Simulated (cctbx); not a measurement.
## A crystallographic session in cctbx: CaMn3S4

Library: cctbx 2025.11. The data are simulated by the first script.

## 1. Simulate the data

run.py:

```python
from cctbx import adptbx, crystal, miller, sgtbx, xray
from cctbx.array_family import flex
from iotbx.shelx import hklf
from scitbx import matrix
import scitbx.random

cs = crystal.symmetry(unit_cell=(3.948, 3.948, 10.491, 90, 90, 90), space_group_symbol='Hall: -P 4 2')  # P4/mmm
atoms = [  # label, site, U (iso, or U11 U22 U33 U12 U13 U23 in A^2), occupancy
    ("Mn1", (0.5, 0.5, 0.2594), (0.0135, 0.0135, 0.0126, 0.0000, 0.0000, -0.0000), 0.8),
    ("Ca1", (0.5, 0.5, 0.2594), (0.0135, 0.0135, 0.0126, 0.0000, 0.0000, -0.0000), 0.2),
    ("Mn2", (0, 0, 0.5), (0.0127, 0.0127, 0.0121, 0.0000, 0.0000, 0.0000), 1),
    ("Ca2", (0, 0, 0), (0.0197, 0.0197, 0.0157, 0.0000, 0.0000, 0.0000), 0.6),
    ("Mn3", (0, 0, 0), (0.0197, 0.0197, 0.0157, 0.0000, 0.0000, 0.0000), 0.4),
    ("S1", (0.5, 0.5, 0.5), (0.0194, 0.0194, 0.0116, 0.0000, 0.0000, 0.0000), 1),
    ("S2", (0, 0, 0.7356), (0.0119, 0.0119, 0.0112, 0.0000, 0.0000, 0.0000), 1),
    ("S3", (0.5, 0.5, 0), (0.0142, 0.0142, 0.0180, 0.0000, 0.0000, 0.0000), 1),
]
xs = xray.structure(crystal_symmetry=cs)
for label, site, u, occ in atoms:
    u = adptbx.u_cif_as_u_star(cs.unit_cell(), u) if isinstance(u, tuple) else u
    xs.add_scatterer(xray.scatterer(label, site=site, u=u, occupancy=occ))
xs.set_inelastic_form_factors(0.6889, "sasaki")
xs.show_summary()
p1 = xs.expand_to_p1()
ms = miller.build_set(p1, anomalous_flag=True, d_min=0.77)
flex.set_random_seed(47748)
scitbx.random.set_random_seed(47748)
ms = ms.select(flex.random_double(ms.size()) < 0.8)
i = ms.structure_factors_from_scatterers(p1, algorithm="direct").f_calc().as_intensity_array().data()
i = i * 40000 / flex.max(i)
sig = flex.sqrt(i + flex.pow2(0.015 * i) + 8 ** 2)
noise = scitbx.random.variate(scitbx.random.normal_distribution())(i.size())
data = ms.array(data=i + sig * noise, sigmas=sig).set_observation_type_xray_intensity()
with open("data.hkl", "w") as f:
    data.export_as_shelx_hklf(f)
print("reflections written:", data.size(), " <I/sigma> = %.1f" % flex.mean(data.data() / data.sigmas()))
for h, a, b in list(data.sort("data"))[:12]:
    print("%4d%4d%4d %9.1f %7.1f" % (h + (a, b)))
```

```console
$ python run.py
```

```text
Number of scatterers: 8
At special positions: 8
Unit cell: (3.948, 3.948, 10.491, 90, 90, 90)
Space group: P 4/m m m (No. 123)
reflections written: 1215  <I/sigma> = 12.4
  -1   1   0   40126.2   632.5
   1  -1   0   39962.5   632.5
  -1  -1   0   39877.5   632.5
   1   1   0   39400.3   632.5
   0   0   4   36483.7   580.1
   0   0  -4   36226.0   580.1
  -2   0   0   28293.1   447.3
   0   2   0   27930.8   447.3
   2   0   0   27565.1   447.3
   0  -2   0   27062.1   447.3
  -1   1   4   26434.3   416.9
   1  -1   4   26231.8   416.9
```

It took 0.23 s on 1 thread of Intel(R) Xeon(R) CPU @ 2.60GHz (Ice Lake), with other jobs on the host, peak memory 0.07 GiB.

## 2. Refinement

run.py:

```python
import math
from cctbx import adptbx, crystal, maptbx, sgtbx, xray
from cctbx.array_family import flex
from cctbx.xray import observations
from iotbx.shelx import hklf
from scitbx.lstbx import normal_eqns_solving
from smtbx import absolute_structure, utils
from smtbx.refinement import constraints, least_squares

cs = crystal.symmetry(unit_cell=(3.948, 3.948, 10.491, 90, 90, 90), space_group_symbol='Hall: -P 4 2')  # P4/mmm
atoms = [  # label, site, U (iso, or U11 U22 U33 U12 U13 U23 in A^2), occupancy
    ("Mn1", (0.5, 0.5, 0.2594), 0.0200, 1),
    ("Mn2", (0, 0, 0.5), 0.0200, 1),
    ("Ca2", (0, 0, 0), 0.0200, 1),
    ("S1", (0.5, 0.5, 0.5), 0.0200, 1),
    ("S2", (0, 0, 0.7356), 0.0200, 1),
    ("S3", (0.5, 0.5, 0), 0.0200, 1),
]
xs = xray.structure(crystal_symmetry=cs)
for label, site, u, occ in atoms:
    u = adptbx.u_cif_as_u_star(cs.unit_cell(), u) if isinstance(u, tuple) else u
    xs.add_scatterer(xray.scatterer(label, site=site, u=u, occupancy=occ))
xs.set_inelastic_form_factors(0.6889, "sasaki")
xs.convert_to_anisotropic()
raw = hklf.reader(file_name="data.hkl").as_miller_arrays(crystal_symmetry=cs, anomalous=True)[0]
merged = raw.eliminate_sys_absent().merge_equivalents()
fo2 = merged.array().set_observation_type_xray_intensity()
print("Rint %.3f, %d unique reflections to %.2f A" % (merged.r_int(), fo2.size(), fo2.d_min()))
for sc in xs.scatterers():
    sc.flags.set_grad_site(True)
    sc.flags.set_grad_u_aniso(sc.flags.use_u_aniso())
    sc.flags.set_grad_u_iso(sc.flags.use_u_iso())
obs = fo2.as_xray_observations()
extra = {}
rep = constraints.reparametrisation(xs, [], utils.connectivity_table(xs), **extra)
ls = least_squares.crystallographic_ls(obs, rep, weighting_scheme=least_squares.mainstream_shelx_weighting(a=0, b=0))
print("cycle     R1     wR2    GooF  max shift (A)")
for cycle in range(12):
    ls.build_up()
    r1, wr2, goof = ls.r1_factor(cutoff_factor=2)[0], ls.wR2(), ls.goof()
    old = xs.sites_cart()
    normal_eqns_solving.levenberg_marquardt_iterations(ls, n_max_iterations=3, tau=1e-06, step_threshold=1e-7)
    big = flex.max((xs.sites_cart() - old).norms())
    print("%4d %7.4f %7.4f %7.3f %9.5f" % (cycle + 1, r1, wr2, goof, big))
    ls.build_up(objective_only=True)
    if abs(ls.wR2() - wr2) < 5e-5 and big < 5e-4:
        break
ls.build_up()
print("final R1 %.4f wR2 %.4f GooF %.3f  parameters %d  data/parameter %.1f" % (ls.r1_factor(cutoff_factor=2)[0], ls.wR2(), ls.goof(), ls.n_parameters, fo2.size() / ls.n_parameters))
cov = ls.covariance_matrix_and_annotations()
su = dict(zip(cov.annotations, (math.sqrt(max(v, 0)) for v in cov.matrix.matrix_packed_u_diagonal())))
a2 = cs.unit_cell().reciprocal_parameters()[0] ** -2
print("atom        x        y        z      Ueq    occ   su(xyz)  su(Uiso or U11)")
for sc in xs.scatterers():
    s = max(su.get(sc.label + k, 0) for k in (".x", ".y", ".z"))
    npd = "" if sc.is_positive_definite_u(cs.unit_cell()) else "  NPD"
    print("%-5s %8.5f %8.5f %8.5f %8.4f %6.3f %8.5f %7.4f%s" % ((sc.label,) + sc.site + (sc.u_iso_or_equiv(cs.unit_cell()), sc.occupancy, s, su.get(sc.label + ".uiso", su.get(sc.label + ".u11", 0) * a2), npd)))
fo = fo2.f_sq_as_f()
fc = fo.structure_factors_from_scatterers(xs, algorithm="direct").f_calc()
diff = fo.f_obs_minus_f_calc(1 / math.sqrt(ls.scale_factor()), fc).average_bijvoet_mates()
m = diff.fft_map(symmetry_flags=maptbx.use_space_group_symmetry, resolution_factor=0.25).apply_volume_scaling()
print("difference map: max %.2f min %.2f rms %.2f" % (m.statistics().max(), m.statistics().min(), m.statistics().sigma()))
peaks = m.peak_search(parameters=maptbx.peak_search_parameters(min_distance_sym_equiv=0.6, max_clusters=6)).all()
near = xs.closest_distances(peaks.sites(), distance_cutoff=4)
sps = cs.special_position_settings(min_distance_sym_equiv=0.5)
for k, (x, h) in enumerate(zip(peaks.sites(), peaks.heights())):
    ss = sps.site_symmetry(x)
    print("Q%-3d %7.4f %7.4f %7.4f %4d %7.2f  %.2f A from %s" % ((k + 1,) + tuple(t % 1 for t in ss.exact_site()) + (ss.multiplicity(), h, near.smallest_distances[k], xs.scatterers()[near.i_seqs[k]].label)))
```

```console
$ python run.py
```

```text
Rint 0.018, 154 unique reflections to 0.77 A
cycle     R1     wR2    GooF  max shift (A)
   1  0.0675  0.1449   8.410   0.00155
   2  0.0272  0.0629   3.649   0.00100
   3  0.0268  0.0628   3.643   0.00001
final R1 0.0268 wR2 0.0628 GooF 3.643  parameters 14  data/parameter 11.0
atom        x        y        z      Ueq    occ   su(xyz)  su(Uiso or U11)
Mn1    0.50000  0.50000  0.25929   0.0164  1.000  0.00016  0.0007
Mn2    0.00000  0.00000  0.50000   0.0117  1.000  0.00000  0.0008
Ca2    0.00000  0.00000  0.00000   0.0098  1.000  0.00000  0.0009
S1     0.50000  0.50000  0.50000   0.0165  1.000  0.00000  0.0013
S2     0.00000  0.00000  0.73580   0.0100  1.000  0.00023  0.0008
S3     0.50000  0.50000  0.00000   0.0175  1.000  0.00000  0.0012
difference map: max 1.82 min -0.70 rms 0.18
Q1    0.0000  0.1194  0.0000    4    1.83  0.47 A from Ca2
Q2    0.5000  0.5000  0.0000    1    0.78  0.00 A from S3
Q3    0.0000  0.0000  0.5000    1    0.77  0.00 A from Mn2
Q4    0.5000  0.5000  0.1306    2    0.42  1.35 A from Mn1
Q5    0.5000  0.5000  0.2900    2    0.36  0.32 A from Mn1
Q6    0.5000  0.5000  0.4368    2    0.35  0.66 A from S1
```

Time: 0.36 s.

This run holds a fault made on purpose: disorder ignored: each site full, of its main element.

## 3. Refinement (occupancies of the disordered sites free, main element alone)

run.py, as its changes from the last script of this kind:

```diff
@@ -12,6 +12,6 @@
-    ("Mn1", (0.5, 0.5, 0.2594), 0.0200, 1),
-    ("Mn2", (0, 0, 0.5), 0.0200, 1),
-    ("Ca2", (0, 0, 0), 0.0200, 1),
-    ("S1", (0.5, 0.5, 0.5), 0.0200, 1),
-    ("S2", (0, 0, 0.7356), 0.0200, 1),
-    ("S3", (0.5, 0.5, 0), 0.0200, 1),
+    ("Mn1", (0.5, 0.5, 0.25929), 0.0120, 1),
+    ("Mn2", (0, 0, 0.5), 0.0120, 1),
+    ("Ca2", (0, 0, 0), 0.0120, 1),
+    ("S1", (0.5, 0.5, 0.5), 0.0120, 1),
+    ("S2", (0, 0, 0.7358), 0.0120, 1),
+    ("S3", (0.5, 0.5, 0), 0.0120, 1),
@@ -32,0 +33 @@
+    sc.flags.set_grad_occupancy(sc.label in ('Mn1', 'Ca2'))
@@ -38 +39 @@
-for cycle in range(12):
+for cycle in range(20):
@@ -57,0 +59,2 @@
+print("su of occupancy Mn1: %.3f" % su["Mn1.occ"])
+print("su of occupancy Ca2: %.3f" % su["Ca2.occ"])
```

```console
$ python run.py
```

```text
Rint 0.018, 154 unique reflections to 0.77 A
cycle     R1     wR2    GooF  max shift (A)
   1  0.0383  0.0884   5.169   0.00111
   2  0.0108  0.0229   1.337   0.00021
   3  0.0089  0.0181   1.058   0.00019
   4  0.0086  0.0176   1.030   0.00006
   5  0.0086  0.0176   1.027   0.00002
final R1 0.0087 wR2 0.0176 GooF 1.027  parameters 16  data/parameter 9.6
atom        x        y        z      Ueq    occ   su(xyz)  su(Uiso or U11)
Mn1    0.50000  0.50000  0.25941   0.0128  0.947  0.00005  0.0003
Mn2    0.00000  0.00000  0.50000   0.0125  1.000  0.00000  0.0003
Ca2    0.00000  0.00000  0.00000   0.0192  1.146  0.00000  0.0005
S1     0.50000  0.50000  0.50000   0.0167  1.000  0.00000  0.0005
S2     0.00000  0.00000  0.73572   0.0118  1.000  0.00007  0.0004
S3     0.50000  0.50000  0.00000   0.0155  1.000  0.00000  0.0005
su of occupancy Mn1: 0.004
su of occupancy Ca2: 0.004
difference map: max 0.25 min -0.37 rms 0.07
Q1    0.1070  0.1070  0.2636    8    0.26  0.60 A from S2
Q2    0.3104  0.5000  0.3108    8    0.26  0.92 A from Mn1
Q3    0.1327  0.1327  0.5000    4    0.25  0.74 A from Mn2
Q4    0.0000  0.5000  0.5000    2    0.25  1.97 A from S1
Q5    0.5000  0.5000  0.0000    1    0.22  0.00 A from S3
Q6    0.2689  0.5000  0.0000    4    0.20  0.91 A from S3
```

Run time: 0.44 s on 1 thread of Intel(R) Xeon(R) CPU @ 2.60GHz (Ice Lake) (shared host), peak memory 0.09 GiB.

[Logs are printed without paths, hosts, clocks, repeated set-up lines and the standing remarks that a program may print on its own settings, such as how far it seeks lower states.]
